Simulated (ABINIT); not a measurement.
# BP (F-43m): G0W0 in ABINIT against the screening cutoff in the self-energy

Wanted: the cheapest screening cutoff in the self-energy that holds the gap of BP (F-43m).

Method: PBE and many-body steps on it, plane waves, in ABINIT 10.8.3.

**1. The starting structure**

The structure is cubic, space group F-43m (No. 216). The conventional cell has a = 4.538 Å, b = 4.538 Å, c = 4.538 Å, α = 90.00°, β = 90.00°, γ = 90.00°. Nearest to B lie 4 P at 1.97 Å. Nearest to P lie 4 B at 1.97 Å. Farther neighbours are not listed.

The cell and positions come from the Crystallography Open Database and are kept as given unless a step says otherwise.

**2. Screening, 6×6×6 mesh, 57 bands, screening to 176.9 eV**

This step: ABINIT 10.8.3; RPA screening on PBE, plane waves, norm-conserving pseudopotentials.

The RPA dielectric matrix is built and inverted for each q.

Input file run.abi:

```
acell 3*1.0 Angstrom
rprim 
  0.000000000000 2.269000000000 2.269000000000
  2.269000000000 0.000000000000 2.269000000000
  2.269000000000 2.269000000000 0.000000000000
ntypat 2
znucl 5 15
natom 2
typat 1 2
xred 
  0.000000000000 0.000000000000 0.000000000000
  0.250000000000 0.250000000000 0.250000000000
pp_dirpath "pseudos"
pseudos "B.upf, P.upf"
ecut 34
ngkpt 6 6 6
nshiftk 1
shiftk 0 0 0
kptopt 1
chksymbreak 0
istwfk *1
occopt 1
irdwfk 1
optdriver 3
nband 57
ecuteps 6.5
inclvkb 2
awtr 1
symchi 1
indata_prefix "in"
outdata_prefix "out"
tmpdata_prefix "tmp"
```

On the command line:

```sh
$ OMP_NUM_THREADS=1 mpirun -n 4 abinit run.abi > log
```

Log:

```text
.Version 10.8.3 of ABINIT. v10.8.2 released Aug 2026.

 Symmetries : space group F-4 3 m (#216); Bravais cF (face-center cubic)
[... echo of the input left out ...]
== DATASET  1 ==================================================================
-   mpi_nproc: 4, omp_nthreads: 1 (-1 if OMP is not activated)

--- !DatasetInfo
iteration_state: {dtset: 1, }
dimensions: {natom: 2, nkpt: 16, mband: 57, nsppol: 1, nspinor: 1, nspden: 1, mpw: 1524, }
cutoff_energies: {ecut:  34.0, pawecutdg:  -1.0, }
electrons: {nelect:   8.00000000E+00, charge:   0.00000000E+00, occopt:   1.00000000E+00, tsmear:   1.00000000E-02, }

 SCREENING: Calculation of the susceptibility and dielectric matrices

 Based on a program developped by R.W. Godby, V. Olevano, G. Onida, and L. Reining.
 Incorporated in ABINIT by V. Olevano, G.-M. Rignanese, and M. Torrent.
.Using double precision arithmetic ; gwpc =  8

[... cell and pseudopotentials left out ...]
--------------------------------------------------------------------------------

 ==== K-mesh for the wavefunctions ====
 Number of points in the irreducible wedge :    16
[... list of points left out ...]
 Together with 24 symmetry operations and time-reversal symmetry
 yields   216 points in the full Brillouin Zone.

 ==== Q-mesh for the screening function ====
 Number of points in the irreducible wedge :    16
[... list of points left out ...]
 Together with 24 symmetry operations and time-reversal symmetry
 yields   216 points in the full Brillouin Zone.

 setmesh: FFT mesh size selected  =    24x   24x   24
          total number of points  =        13824

 vcoul_init : cutoff-mode = AUXILIARY_FUNCTION
 q-points for optical limit:   1
     1)      0.000010    0.000020    0.000030

- screening: taking advantage of time-reversal symmetry
- Maximum band index for partially occupied states nbvw = 4
- Remaining bands to be divided among processors   nbcw = 53
- Number of bands treated by each node ~13

 Number of electrons calculated from density =    8.0000; Expected =    8.0000
 average of density, n =  0.050741
 r_s =    1.6757
 omega_plasma =   21.7288 [eV]

 calculating chi0 at frequencies [eV] :
  1    0.000000E+00    0.000000E+00
  2    0.000000E+00    2.172879E+01

--------------------------------------------------------------------------------
  q-point number  1        q = ( 0.000000, 0.000000, 0.000000) [r.l.u.]
--------------------------------------------------------------------------------
[... chi0 elements left out ...]
 For q-point:  0.000010 0.000020 0.000030
  dielectric constant =   9.7317
  dielectric constant without local fields =  10.6495

  Average fulfillment of the sum rule on Im[epsilon] for q-point    1 :     82.06  [%]
[... wings left out ...]
  q-point number  2        q = ( 0.166667, 0.000000, 0.000000) [r.l.u.]
--------------------------------------------------------------------------------
[... chi0 elements left out ...]
  Average fulfillment of the sum rule on Im[epsilon] for q-point    2 :     91.62  [%]

 [... 14 further q-points ...]
```

Elapsed: 44 s, on 4 MPI ranks of Arm Neoverse N1, shared host; peak memory 0.57 GiB; 2.9 min of CPU time.

This step gave:

| Item | Value |
| --- | --- |
| ε∞ with local fields, on this mesh, along the program's q direction | 9.732 |
| the same without local fields | 10.65 |
| plasma frequency | 21.73 eV |
| plane waves in the screening matrix | 137 |

Local fields lower ε∞ by 9 %.

**3. 1.3 Ha**

This step: G0W0 on PBE, plane waves, norm-conserving pseudopotentials.

run.abi: that of step 2 with these lines changed.

```diff
@@ -23,8 +23,17 @@
 irdwfk 1
-optdriver 3
+optdriver 4
 nband 57
-ecuteps 6.5
-inclvkb 2
-awtr 1
-symchi 1
+gwcalctyp 0
+ecutsigx 34
+symsigma 1
+nkptgw 2
+kptgw 
+  0.0000000000 0.0000000000 0.0000000000
+  0.5000000000 0.5000000000 0.0000000000
+bdgw 
+  2 7
+  3 6
+ecuteps 1.3
+irdscr 1
+ppmodel 1
 indata_prefix "in"
```

Log:

```text
.Version 10.8.3 of ABINIT. v10.8.2 released Aug 2026.

 Symmetries : space group F-4 3 m (#216); Bravais cF (face-center cubic)
[... echo of the input left out ...]
== DATASET  1 ==================================================================
-   mpi_nproc: 4, omp_nthreads: 1 (-1 if OMP is not activated)

--- !DatasetInfo
iteration_state: {dtset: 1, }
dimensions: {natom: 2, nkpt: 16, mband: 57, nsppol: 1, nspinor: 1, nspden: 1, mpw: 1524, }
cutoff_energies: {ecut:  34.0, pawecutdg:  -1.0, }
electrons: {nelect:   8.00000000E+00, charge:   0.00000000E+00, occopt:   1.00000000E+00, tsmear:   1.00000000E-02, }

 SIGMA: Calculation of the GW corrections

 Based on a program developped by R.W. Godby, V. Olevano, G. Onida, and L. Reining.
 Incorporated in ABINIT by V. Olevano, G.-M. Rignanese, and M. Torrent.
.Using double precision arithmetic ; gwpc =  8

[... cell and pseudopotentials left out ...]
--------------------------------------------------------------------------------

 ==== K-mesh for the wavefunctions ====
 Number of points in the irreducible wedge :    16
[... list of points left out ...]
 Together with 24 symmetry operations and time-reversal symmetry
 yields   216 points in the full Brillouin Zone.

 ==== Q-mesh for screening function ====
 Number of points in the irreducible wedge :    16
[... list of points left out ...]
 Together with 24 symmetry operations and time-reversal symmetry
 yields   216 points in the full Brillouin Zone.

 vcoul_init : cutoff-mode = AUXILIARY_FUNCTION
 q-points for optical limit:   1
     1)      0.000010    0.000020    0.000030
 setmesh: FFT mesh size selected  =    32x   32x   32
          total number of points  =        32768

 Number of electrons calculated from density =    8.0000; Expected =    8.0000
 average of density, n =  0.050741
 r_s =    1.6757
 omega_plasma =   21.7288 [eV]

 === KS Band Gaps ===
  >>>> For spin  1
   Minimum direct gap =   3.4068 [eV], located at k-point      :   0.0000  0.0000  0.0000
   Fundamental gap    =   1.3473 [eV], Top of valence bands at :   0.0000  0.0000  0.0000
                                       Bottom of conduction at :   0.5000  0.5000  0.0000
 SIGMA fundamental parameters:
 PLASMON POLE MODEL  1
 number of plane-waves for SigmaX                 1459
 number of plane-waves for SigmaC and W             15
 number of plane-waves for wavefunctions          1459
 number of bands                                    57
 number of independent spin polarizations            1
 number of spinorial components                      1
 number of k-points in IBZ                          16
 number of q-points in IBZ                          16
 number of symmetry operations                      24
 number of k-points in BZ                          216
 number of q-points in BZ                          216
 number of frequencies for dSigma/dE                 9
 frequency step for dSigma/dE [eV]                0.25
 number of omega for Sigma on real axis              0
 max omega for Sigma on real axis  [eV]           0.00
 zcut for avoiding poles [eV]                     0.10

 EPSILON^-1 parameters (SCR file):
 dimension of the eps^-1 matrix on file            137
 dimension of the eps^-1 matrix used                15
 number of plane-waves for wavefunctions          1459
 number of bands                                    57
 number of q-points in IBZ                          16
 number of frequencies                               2
 number of real frequencies                          1
 number of imag frequencies                          1

 matrix elements of self-energy operator (all in [eV])

 Perturbative Calculation

--- !SelfEnergy_ee
iteration_state: {dtset: 1, }
kpoint     : [   0.000,    0.000,    0.000, ]
spin       : 1
KS_gap     :    3.407
QP_gap     :    4.109
Delta_QP_KS:    0.702
data: !SigmaeeData |
     Band     E0 <VxcDFT>   SigX SigC(E0)      Z dSigC/dE  Sig(E)    E-E0       E
        2   7.266 -13.300 -15.048   1.717   0.805  -0.241 -13.325  -0.025   7.240
        3   7.266 -13.300 -15.048   1.717   0.805  -0.241 -13.325  -0.025   7.240
        4   7.266 -13.300 -15.048   1.717   0.805  -0.241 -13.325  -0.025   7.240
        5  10.672 -12.025  -7.238  -3.947   0.805  -0.242 -11.348   0.677  11.350
        6  10.672 -12.025  -7.238  -3.947   0.805  -0.242 -11.348   0.677  11.350
        7  10.672 -12.025  -7.238  -3.947   0.805  -0.242 -11.348   0.677  11.350

--- !SelfEnergy_ee
iteration_state: {dtset: 1, }
kpoint     : [   0.500,    0.500,    0.000, ]
spin       : 1
KS_gap     :    5.461
QP_gap     :    6.187
Delta_QP_KS:    0.726
data: !SigmaeeData |
     Band     E0 <VxcDFT>   SigX SigC(E0)      Z dSigC/dE  Sig(E)    E-E0       E
        3   3.152 -12.497 -15.992   3.065   0.785  -0.275 -12.834  -0.337   2.815
        4   3.152 -12.497 -15.992   3.065   0.785  -0.275 -12.834  -0.337   2.815
        5   8.613 -10.826  -6.523  -3.825   0.813  -0.230 -10.437   0.389   9.002
        6   8.933 -10.680  -6.271  -3.898   0.817  -0.223 -10.262   0.418   9.350

== END DATASET(S) ==============================================================
================================================================================

 -outvars: echo values of variables after computation  --------
           etotal      0.0000000000E+00
            nband          57
             nkpt          16
          spgroup         216
 [... the other variables as echoed above ...]

 Calculation completed.
```

It took 3.5 s on 4 MPI ranks; peak memory 0.43 GiB.

This step gave:

```yaml
g0w0_gap_on_the_points_computed: 1.762 eV
starting_gap_on_the_mesh: 1.347 eV
k_of_the_valence_top: 0, 0, 0
k_of_the_conduction_bottom: 0.5, 0.5, 0
z_at_the_valence_top: 0.805
z_at_the_conduction_bottom: 0.813
least_direct_g0w0_gap_on_the_computed_points: 4.110 eV
```

**4. 2.3 Ha**

The self-energy is evaluated for the states that the input lists, and the levels follow from it, in one-shot runs by the linearised quasiparticle equation.

run.abi: that of step 3 with these lines changed.

```diff
@@ -35,3 +35,3 @@
   3 6
-ecuteps 1.3
+ecuteps 2.3
 irdscr 1
```

Log:

```text
.Version 10.8.3 of ABINIT. v10.8.2 released Aug 2026.

 Symmetries : space group F-4 3 m (#216); Bravais cF (face-center cubic)
[... echo of the input left out ...]
== DATASET  1 ==================================================================
-   mpi_nproc: 4, omp_nthreads: 1 (-1 if OMP is not activated)

--- !DatasetInfo
iteration_state: {dtset: 1, }
dimensions: {natom: 2, nkpt: 16, mband: 57, nsppol: 1, nspinor: 1, nspden: 1, mpw: 1524, }
cutoff_energies: {ecut:  34.0, pawecutdg:  -1.0, }
electrons: {nelect:   8.00000000E+00, charge:   0.00000000E+00, occopt:   1.00000000E+00, tsmear:   1.00000000E-02, }

 SIGMA: Calculation of the GW corrections

 Based on a program developped by R.W. Godby, V. Olevano, G. Onida, and L. Reining.
 Incorporated in ABINIT by V. Olevano, G.-M. Rignanese, and M. Torrent.
.Using double precision arithmetic ; gwpc =  8

[... cell and pseudopotentials left out ...]
--------------------------------------------------------------------------------

 ==== K-mesh for the wavefunctions ====
 Number of points in the irreducible wedge :    16
[... list of points left out ...]
 Together with 24 symmetry operations and time-reversal symmetry
 yields   216 points in the full Brillouin Zone.

 ==== Q-mesh for screening function ====
 Number of points in the irreducible wedge :    16
[... list of points left out ...]
 Together with 24 symmetry operations and time-reversal symmetry
 yields   216 points in the full Brillouin Zone.

 vcoul_init : cutoff-mode = AUXILIARY_FUNCTION
 q-points for optical limit:   1
     1)      0.000010    0.000020    0.000030
 setmesh: FFT mesh size selected  =    32x   32x   32
          total number of points  =        32768

 Number of electrons calculated from density =    8.0000; Expected =    8.0000
[...]
number of omega for Sigma on real axis              0
 max omega for Sigma on real axis  [eV]           0.00
 zcut for avoiding poles [eV]                     0.10

 EPSILON^-1 parameters (SCR file):
 dimension of the eps^-1 matrix on file            137
 dimension of the eps^-1 matrix used                27
 number of plane-waves for wavefunctions          1459
 number of bands                                    57
 number of q-points in IBZ                          16
 number of frequencies                               2
 number of real frequencies                          1
 number of imag frequencies                          1

 matrix elements of self-energy operator (all in [eV])

 Perturbative Calculation

--- !SelfEnergy_ee
iteration_state: {dtset: 1, }
kpoint     : [   0.000,    0.000,    0.000, ]
spin       : 1
KS_gap     :    3.407
QP_gap     :    4.123
Delta_QP_KS:    0.716
data: !SigmaeeData |
     Band     E0 <VxcDFT>   SigX SigC(E0)      Z dSigC/dE  Sig(E)    E-E0       E
        2   7.266 -13.300 -15.048   1.535   0.800  -0.250 -13.471  -0.171   7.095
        3   7.266 -13.300 -15.048   1.535   0.800  -0.250 -13.471  -0.171   7.095
        4   7.266 -13.300 -15.048   1.535   0.800  -0.250 -13.471  -0.171   7.095
[...]
--- !SelfEnergy_ee
iteration_state: {dtset: 1, }
kpoint     : [   0.500,    0.500,    0.000, ]
spin       : 1
KS_gap     :    5.461
QP_gap     :    6.212
Delta_QP_KS:    0.751
data: !SigmaeeData |
     Band     E0 <VxcDFT>   SigX SigC(E0)      Z dSigC/dE  Sig(E)    E-E0       E
[...]
5   8.613 -10.826  -6.523  -3.944   0.809  -0.236 -10.535   0.291   8.904
        6   8.933 -10.680  -6.271  -3.994   0.814  -0.229 -10.342   0.338   9.270

== END DATASET(S) ==============================================================
================================================================================

 -outvars: echo values of variables after computation  --------
           etotal      0.0000000000E+00
            nband          57
             nkpt          16
          spgroup         216
 [... the other variables as echoed above ...]

 Calculation completed.
```

Wall time 3.7 s (4 MPI ranks); peak memory 0.43 GiB.

Numbers from this step:

```yaml
g0w0_gap_on_the_points_computed: 1.809 eV
starting_gap_on_the_mesh: 1.347 eV
k_of_the_valence_top: 0, 0, 0
k_of_the_conduction_bottom: 0.5, 0.5, 0
z_at_the_valence_top: 0.8
z_at_the_conduction_bottom: 0.809
least_direct_g0w0_gap_on_the_computed_points: 4.122 eV
```

The gap on the mesh goes from 1.35 eV to 1.81 eV, a correction of +0.46 eV.

(Part 1 of 2 ends here.)

[Paths, hosts, dates, memory and timing lines, banners, echoed tables and standing remarks are left out of the program output.]

[Logs are printed without paths, hosts, clocks, repeated set-up lines and the standing remarks that a program may print on its own settings, such as how far it seeks lower states.]

[Runs of the session that timed out or met a known fault of the program may be left out.]

[No measured gap is set beside runs whose start may be inverted or whose files or cutoffs have a known fault.]

[Hosts, paths, dates, database ids (printed as entryN), source tags and the programs' standing remarks are cut or masked in the printed files.]

[G0W0 gaps are taken among the corrected bands and points alone; a level outside them can change the order at an edge.]

[Where Ansatz stands beside ABINIT at settings called matched, ABINIT's density can come from a denser mesh and the files from another edition; pairs whose starting gaps differed by over 0.03 eV were left out, so agreement reads better than it is.]
